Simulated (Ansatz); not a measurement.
# HfPbSO2 (built on the sites of a database entry of HfPbO3): a soft mode frozen in

Aim: this structure of HfPbSO2 (built on the sites of a database entry of HfPbO3) is to be tested for unstable modes, and one is followed downhill.

Main program and level: Ansatz 0.2.0; DFT PBEsol, scalar-relativistic, plane waves, PAW.

This is a report of a sequence of runs, with most program output left out.

The structure was built from a prototype and need not be the compound's stable phase.

## 1. Set-up

It takes space group P4/mmm (No. 123, tetragonal). The conventional cell has a = 4.096 Å, b = 4.096 Å, c = 5.112 Å, α = 90.00°, β = 90.00°, γ = 90.00°. Nearest to Hf lie 4 O at 2.05 Å and 2 S at 2.56 Å. Nearest to Pb lie 4 S at 2.90 Å. Nearest to S lie 2 Hf at 2.56 Å and 4 Pb at 2.90 Å. Nearest to O lie 2 Hf at 2.05 Å. Farther neighbours and most contacts between anions are not listed.

## 2. Response at finite wavevector

The cell comes from relaxations at this level that are not shown. Stability and thermal properties need the whole zone. Linear response on a 2×4×4 q mesh gives force constants as far as a supercell of that size would, and the tensors from the zone-centre run are typed in so that the long-range dipole term is interpolated apart.

The input, input.yaml:

```yaml
crystal:
  lattice:
    - [5.112178275, 0.0, 0.0]
    - [0.0, 4.0961772096, 0.0]
    - [0.0, 0.0, 4.0961772096]
  atoms:
    - { symbol: Hf, position: [0.5, 0.5, 0.5] }
    - { symbol: Pb, position: [0.0, 0.0, 0.0] }
    - { symbol: S, position: [0.0, 0.5, 0.5] }
    - { symbol: O, position: [0.5, 0.0, 0.5] }
    - { symbol: O, position: [0.5, 0.5, 0.0] }
kpoints:
  mp_grid: { grid: [6, 8, 8] }
hamiltonian:
  xc: pbesol
scf:
  occupations: { method: fixed }
output:
  eigenvalues: true
phonons:
  method: dfpt
  qmesh: [2, 4, 4]
  temperatures: { t_max: 1000, t_step: 50 }
  qpath:
    path:
      - [[0.0, 0.0, 0.0], [0.0, 0.0, 0.5], [0.0, 0.5, 0.5], [0.0, 0.0, 0.0], [0.5, 0.0, 0.0], [0.5, 0.0, 0.5], [0.5, 0.5, 0.5], [0.5, 0.0, 0.0]]
      - [[0.0, 0.0, 0.5], [0.5, 0.0, 0.5]]
      - [[0.0, 0.5, 0.5], [0.5, 0.5, 0.5]]
    npoints: 10
  non_analytic_term:
    high_frequency_dielectric_tensor: [[7.0598, 0.0, 0.0], [0.0, 10.8852, 0.0], [0.0, 0.0, 10.8852]]
    born_effective_charges:
      - { species: Hf, tensor: [[5.0627, 0.0, 0.0], [0.0, 6.4774, 0.0], [0.0, 0.0, 6.4774]] }
      - { species: Pb, tensor: [[2.9055, 0.0, 0.0], [0.0, 5.1354, 0.0], [0.0, 0.0, 5.1354]] }
      - { species: S, tensor: [[-3.2555, 0.0, 0.0], [0.0, -3.9495, 0.0], [0.0, 0.0, -3.9495]] }
      - { species: O, tensor: [[-2.3564, 0.0, 0.0], [0.0, -5.9158, 0.0], [0.0, 0.0, -1.7475]] }
      - { species: O, tensor: [[-2.3564, 0.0, 0.0], [0.0, -1.7475, 0.0], [0.0, 0.0, -5.9158]] }
    source: "zone-centre run at this cell"
```

Command:

```
> ansatz run input.yaml --threads 8 --pin off --max-ram 14336MiB --backend cpu --events-out ev --progress --plain --runs-dir out
```

The job ended after 5.6 min (8 threads of AMD EPYC 9R45, shared host; peak memory 2.2 GiB).

Numbers from this step:

```yaml
gap_on_the_k_mesh: 1.335 eV
volume_per_atom: 17.16 Å³
sum_rule_residual_before_enforcement: 9.84e-5 eV/Å²
lowest_frequency_on_the_path: -170.2 cm⁻¹
point_group: 4/mmm
highest_frequency_on_the_path_or_at_a_solved_wavevector: 811.3 cm⁻¹
highest_optical_mode_at_the_zone_centre_no_lo_to_term: 489.6 cm⁻¹
lowest_optical_zone_centre_mode: -170.2 cm⁻¹
lowest_mode_on_the_q_mesh_acoustic_modes_at_gamma_apart: -170.2 cm⁻¹
```

Frequencies (cm⁻¹) solved at each irreducible wavevector; negative means imaginary. Frequencies by wavevector, by row:

```tsv
q in reciprocal lattice units	star	mode 1	mode 2	mode 3	mode 4	mode 13	mode 14	mode 15
0 0 0	1	-170.2	-121	-10.7	-10.7	342.5	489.6	489.6
0 0 0.25	4	-137.1	-85.3	36	57.5	339.8	484.5	699.8
0 0 -0.5	2	-123.7	-71.8	51	63.3	335.4	478.2	757.5
0 0.25 0.25	4	-80	21.3	54.2	54.6	336.5	556.4	745.2
0 0.25 -0.5	4	-63.1	30	43.7	75	342.6	569.3	782.7
0 -0.5 -0.5	1	-126.3	-51.5	47.1	47.1	366.2	600.5	811.3
-0.5 0 0	1	-138.9	32.4	32.4	34.5	382.5	492.2	492.2
-0.5 0 0.25	4	-109	-55.1	46.9	66.9	370.3	487	652.2
-0.5 0 -0.5	2	-78.5	-64.4	57.5	72.2	367.9	480.6	736.3
-0.5 0.25 0.25	4	-101.7	-58.4	43	87.1	365.5	551.5	706.1
-0.5 0.25 -0.5	4	-70.2	-64.1	-43	68.2	363.8	563.5	761.7
-0.5 -0.5 -0.5	1	-127.3	-89.3	-89.3	-60.4	362.1	594.4	793.8
```

Interpolated from a 2×4×4 q mesh, with the LO-TO term (at Γ the limit along the path; where Γ stands inside the path, tables give the limit on arrival). Phonon branches along the path, in cm⁻¹:

```tsv
point	branch 1	branch 2	branch 3	branch 4	branch 12	branch 13	branch 14	branch 15
Γ	-170	-121	-11	0	266	342	490	593
halfway	-137	-85	36	58	277	340	484	700
X	-124	-72	51	63	290	335	478	758
halfway	-63	30	44	75	332	343	569	783
M	-126	-52	47	47	327	366	600	811
halfway	-80	21	54	55	322	336	556	745
Γ	-170	-121	-11	0	266	342	490	593
halfway	-155	19	22	22	284	378	491	491
Z	-139	32	32	34	290	382	492	492
halfway	-109	-55	47	67	277	370	487	652
R	-78	-64	57	72	277	368	481	736
halfway	-70	-64	-43	68	335	364	563	762
A	-127	-89	-89	-60	360	362	594	794
halfway	-102	-58	43	87	308	366	552	706
Z	-139	32	32	34	290	382	492	492
jump to X	-124	-72	51	63	290	335	478	758
halfway	-93	-70	54	68	285	352	479	747
R	-78	-64	57	72	277	368	481	736
jump to M	-126	-52	47	47	327	366	600	811
halfway	-127	-56	-47	-47	345	363	598	802
A	-127	-89	-89	-60	360	362	594	794
```

Symmetry leaves 12 wavevectors to solve. The lowest mode among them, the acoustic zeros apart, lies at Γ and is imaginary, 170.2i cm⁻¹, so the energy falls along it.

## 3. The mode frozen in, largest atomic shift 0 Å

The mode followed lies at q = (-0.5, 0, 0) with frequency 138.9i cm⁻¹, one of the unstable modes though not the softest. At small amplitude the distorted cell has space group no. 131 by a symmetry search on the positions. The undistorted cell that holds it gives the zero of energy on the same k mesh.

System of this step: HfPbSO2 (built on the sites of a database entry of HfPbO3). It takes space group P4/mmm (No. 123, tetragonal). Conventional cell: a = 4.096 Å, b = 4.096 Å, c = 5.112 Å, α = 90.00°, β = 90.00°, γ = 90.00°. Nearest to Hf lie 4 O at 2.05 Å and 2 S at 2.56 Å. Nearest to Pb lie 4 S at 2.90 Å. S has 2 Hf at 2.56 Å and 4 Pb at 2.90 Å nearest. Nearest to O lie 2 Hf at 2.05 Å. Farther neighbours and most contacts between anions are not listed.

The input, input.yaml:

```yaml
crystal:
  lattice:
    - [0.0, 4.0961772096, 0.0]
    - [0.0, 0.0, 4.0961772096]
    - [10.2243565501, 0.0, 0.0]
  atoms:
    - { symbol: Hf, position: [0.5, 0.5, 0.25] }
    - { symbol: Hf, position: [0.5, 0.5, 0.75] }
    - { symbol: Pb, position: [0.0, 0.0, 0.5] }
    - { symbol: Pb, position: [0.0, 0.0, 0.0] }
    - { symbol: S, position: [0.5, 0.5, 0.0] }
    - { symbol: S, position: [0.5, 0.5, 0.5] }
    - { symbol: O, position: [0.0, 0.5, 0.25] }
    - { symbol: O, position: [0.0, 0.5, 0.75] }
    - { symbol: O, position: [0.5, 0.0, 0.25] }
    - { symbol: O, position: [0.5, 0.0, 0.75] }
kpoints:
  mp_grid: { grid: [6, 6, 4] }
hamiltonian:
  xc: pbesol
scf:
  occupations: { method: gaussian, width: 0.02 }
output:
  forces: true
  stress: true
  eigenvalues: true
```

Run time: 1.4 s. Hardware: 8 threads; peak memory 1 GiB; 9.5 s of CPU time.

This step gave:

| Property | Result |
| --- | --- |
| pressure | 0.02141 GPa |
| gap on the k-mesh | 1.333 eV |
| energy from the undistorted cell | 0 meV/atom |

At this level the gap is 1.33 eV on the k-mesh of the self-consistent run, which can miss the band edges.

## 4. The mode frozen in, largest atomic shift 0.22 Å

The atoms are moved along the unstable eigenvector, the largest shift by 0.22 Å, with the cell fixed.

input.yaml, the sections that differ from step 3:

```yaml
crystal:
  lattice:
    - [0.0, 4.0961772096, 0.0]
    - [0.0, 0.0, 4.0961772096]
    - [10.2243565501, 0.0, 0.0]
  atoms:
    - { symbol: Hf, position: [0.5, 0.5, 0.25] }
    - { symbol: Hf, position: [0.5, 0.5, 0.75] }
    - { symbol: Pb, position: [0.0, 0.0, 0.5] }
    - { symbol: Pb, position: [0.0, 0.0, 0.0] }
    - { symbol: S, position: [0.5, 0.5, 0.0] }
    - { symbol: S, position: [0.5, 0.5, 0.5] }
    - { symbol: O, position: [0.0, 0.5, 0.2284827535] }
    - { symbol: O, position: [0.0, 0.5, 0.7715172465] }
    - { symbol: O, position: [0.5, 0.0, 0.2715172465] }
    - { symbol: O, position: [0.5, 0.0, 0.7284827535] }
# kpoints, hamiltonian, scf, output: as in step 3
```

Wall time 1.4 s (8 threads); peak memory 1 GiB; 9.6 s of CPU time.

This step gave:

```yaml
pressure: -1.139 GPa
gap_on_the_k_mesh: 1.177 eV
energy_from_the_undistorted_cell: -4.401 meV/atom
```

The energy, extrapolated to zero smearing, is -4.40 meV/atom against the undistorted cell.

The run ends at a pressure of -1.14 GPa, with forces up to 0.031 eV/Å.

## 5. Energy along the mode, all amplitudes (two of the runs are shown above)

An imaginary frequency means negative curvature, so the energy should fall and then rise again as anharmonic terms take over.

This step gave:

| Property | Result |
| --- | --- |
| depth at the lowest point sampled | 4.401 meV/atom |
| largest atomic shift at that point | 0.22 Å |

Table of energy from the parent by largest atomic shift:

```tsv
largest atomic shift (Å)	energy from the parent (meV/atom)
0.000	0
0.040	-0.366
0.080	-1.36
0.140	-3.33
0.220	-4.40
0.320	2.45
0.450	35.8
```

Displacement at unit largest shift by atom:

```tsv
atom	x (Å)	y (Å)	z (Å)	size
Hf1	0.00	0.00	0.00	0.00
Hf2	0.00	0.00	0.00	0.00
Pb3	0.00	0.00	0.00	0.00
Pb4	0.00	0.00	0.00	0.00
S5	0.00	0.00	0.00	0.00
S6	0.00	0.00	0.00	0.00
O7	-1.00	0.00	0.00	1.00
O8	1.00	0.00	0.00	1.00
O9	1.00	0.00	0.00	1.00
O10	-1.00	0.00	0.00	1.00
```

The lowest of the steps tried is at 0.22 Å, 4.40 meV/atom below the parent; the bottom of the well need not coincide with a step.

## 6. Relaxing from the distorted cell

Starting from the lowest point found, all atoms and the cell are let go, so that strain and other modes of the same symmetry can join in.

input.yaml: that of step 4 with these lines changed.

```diff
@@ -21,3 +21,3 @@
 scf:
-  occupations: { method: gaussian, width: 0.02 }
+  occupations: { method: fixed }
 output:
@@ -26 +26,10 @@
   eigenvalues: true
+  write_density: true
+  write_potential: true
+  elf: true
+  volumetric_format: npy
+relax:
+  adjacent_minimum: "off"
+  f_tol: 0.002
+  max_steps: 120
+  cell: { stress_tol: 0.03 }
```

Wall time 12 s (8 threads); peak memory 1.1 GiB.

Step by step:

```tsv
step	energy less that of the first step (eV)	largest force component (eV/Å)	pressure (GPa)	volume (Å³)
1	0.0000	0.0315	-1.14	171.55
2	-0.0263	0.0670	0.37	170.49
3	-0.0292	0.0386	-0.01	170.90
4	-0.0316	0.0051	0.10	170.60
5	-0.0315	0.0001	0.00	170.74
6*	-0.0306	0.0001	-0.01	170.74
7	-0.0306	0.0001	0.00	170.74
8*	-0.0306	0.0001	0.00	170.74
```

Relaxation steps marked * repeat the geometry before them on a plane-wave basis chosen anew for their cell, so energy and pressure can jump there.

Forces are held to the 16 operations that the run works with; a distortion that breaks them can't arise in this run.

```tsv
conventional cell, symmetrised	before	after	change
a (Å)	4.096	4.057	-0.9 %
b (Å)	4.096	4.057	-0.9 %
c (Å)	10.224	10.371	+1.4 %
volume (Å³/atom)	17.16	17.07	-0.5 %
```

The atoms that moved most (Å, as changes of fractional coordinates times the final cell):

```tsv
atom	dx	dy	dz	length
O8	0.045	0.000	0.000	0.045
O10	-0.045	0.000	0.000	0.045
O9	0.045	0.000	0.000	0.045
O7	-0.045	0.000	0.000	0.045
```

Final coordinates:

```
Hf Pb S O
1.0
     0.00000    4.05748    0.00000
     0.00000    0.00000    4.05748
    10.37124    0.00000    0.00000
Hf Pb S O
2 2 2 4
Direct
  0.50000 0.50000 0.25000
  0.50000 0.50000 0.75000
  0.00000 0.00000 0.50000
  0.00000 0.00000 0.00000
  0.50000 0.50000 0.00000
  0.50000 0.50000 0.50000
  0.00000 0.50000 0.22416
  0.00000 0.50000 0.77584
  0.50000 0.00000 0.27584
  0.50000 0.00000 0.72416
```

This step gave:

| Property | Result |
| --- | --- |
| pressure | 0.003494 GPa |
| gap on the k-mesh | 1.083 eV |
| volume per atom | 17.07 Å³ |

Electrostatic potential energy in the ac plane at fractional y = 0.500, with atoms of Hf and S and O within 0.2 Å of it. With pseudopotentials it is smooth inside the atoms' cores, unlike the true potential.

Ten even steps from '0' (-30 eV) to '9' (15 eV), each cell a mean:
```
99996211137999
99998644579999
99999887889999
78998755678997
01685200137841
00573001005730
46874100015885
99986422357899
99998877789999
99999877789999
99997411258999
99985112127999
99996211037999
99998644579999
99999887889999
99998655678999
89985200136899
12773001005752
00574100015720
24887422357873
99998877789999
99999877789999
99997411258999
99985112127999
```
Columns run along a (4.1 Å; values clipped at the 3rd and 97th percentile), rows up along c (10.4 Å). Atoms in or near the plane, at fractional coordinates: Hf at (0.50, 0.25), Hf at (0.50, 0.75), S at (0.50, 0.00), S at (0.50, 0.50), O at (0.00, 0.22), O at (0.00, 0.78).

ELF in the ac plane at fractional y = 0.500, with atoms of Hf and S and O within 0.2 Å of it. It is the smooth field of the valence electrons, not physical close to the nuclei.

Ten even steps from '_' (0.04) to '@' (0.85), each cell a mean:
```
____==##@@@@++--**@@@@##::__
____..==%%@@@@@@@@@@##--____
--::....--++****++==::....::
%%%%**::__..----::....--##%%
**%%@@==::**%%@@%%++..**@@%%
++%%%%--==@@@@@@@@%%--++@@##
@@@@**::==%%@@@@@@%%::--%%@@
****--__..==**##++--__..==**
....____..::::--::::..____..
____..--##%%@@@@%%%%**--____
____--##@@@@%%%%@@@@%%**::__
__..==%%@@%%::__==%%@@##::__
____==##@@@@++--**@@@@##::__
____::**%%@@@@@@@@@@%%++..__
______::==++******++--..____
----..____..----::..____::--
%%%%==..::**@@@@%%**..::**%%
%%@@##::++@@@@@@@@%%--==@@%%
==##@@==--%%@@@@@@##::++@@##
%%@@%%--..--**##++::..++@@@@
****--......::--::....::==**
..____::++##@@@@%%##==..____
____::**@@@@%%%%@@@@%%++..__
____==%%@@%%::__==@@@@##::__
```
Columns run along a (4.1 Å), rows up along c (10.4 Å). Atoms in or near the plane, at fractional coordinates: Hf at (0.50, 0.25), Hf at (0.50, 0.75), S at (0.50, 0.00), S at (0.50, 0.50), O at (0.00, 0.22), O at (0.00, 0.78).

Valence density in the ac plane at fractional y = 0.500, with atoms of Hf and S and O within 0.2 Å of it. It is the smooth field of the valence electrons, not physical close to the nuclei.

Ten steps, logarithmic in the rise over the least value, from '0' (0 e/Å³) to '9' (29 e/Å³), each cell a mean:
```
00012332332100
00001233221000
00000111110000
32111133211123
65323577642245
66424799863246
43224689862234
11001355431011
00000111110000
00001122210000
00012233321000
00012321232100
00012332332100
00001233221000
00000111110000
00000133210000
22112577641112
55324799863245
66424689863256
54211355431234
11100111110011
00001122210000
00012233321000
00012321232100
```
Columns run along a (4.1 Å), rows up along c (10.4 Å). Atoms in or near the plane, at fractional coordinates: Hf at (0.50, 0.25), Hf at (0.50, 0.75), S at (0.50, 0.00), S at (0.50, 0.50), O at (0.00, 0.22), O at (0.00, 0.78).

The distorted start has space group P4_2/mmc; the relaxation ends in P4_2/mmc.

## 7. The phases reached

The phases reached along the modes that were followed are set side by side.

Energies are those of the first relaxation, on the mesh of the frozen mode; space group, volume and gap are those of the last relaxation. Phases, by row:

```tsv
mode frozen in	space group	energy from parent (meV/atom)	volume (Å³/atom)	gap on mesh (eV)	lowest zone-centre optical mode (cm⁻¹)	largest shift (Å)
parent	P4/mmm	0	17.16	1.335	–	–
q = (0, 0, 0), 170i cm⁻¹	P-4m2	-16.85	16.97	1.319	-74	0.338
q = (-0.5, 0, 0), 139i cm⁻¹	P4_2/mmc	-7.46	17.07	1.083	–	0.268
```

## 8. What came out

```
unstable mode of the parent                                                      : q = (-0.5, 0, 0), 139i cm⁻¹
depth at the lowest point sampled                                                : 4.40 meV/atom
largest atomic shift at that point                                               : 0.22 Å
space group reached (within 0.01 Å)                                              : P4_2/mmc
energy gained over the parent (first relaxation, on the mesh of the frozen mode) : 7.46 meV/atom
volume per atom, phase reached                                                   : 17.1 Å³
gap on the k-mesh, phase reached                                                 : 1.08 eV
```

Along this mode the structure falls into P4_2/mmc, 7.46 meV/atom below the parent. At the parent's cell the well is 4.401 meV/atom deep on the steps tried, with its lowest point at a shift of 0.22 Å. Relaxing atoms and cell changes the gain by +3.06 meV/atom against the lowest step (energies at zero smearing). The modes of the phase reached were not computed on this path. Of the 2 patterns followed to their end from this parent, this one ends 9.38 meV/atom above the lowest, P-4m2. Each path keeps the symmetry of its pattern, so a lower phase may lie along a pattern not tried. Spin-orbit coupling is left out, which can matter for the heavy elements here. The starting cell was built on a prototype and not taken from a measurement, so the phase need not exist.

[Logs are printed without paths, hosts, clocks, repeated set-up lines and the standing remarks that a program may print on its own settings, such as how far it seeks lower states.]

[Hosts, paths, dates, database ids (printed as entryN), source tags and the programs' standing remarks are cut or masked in the printed files.]
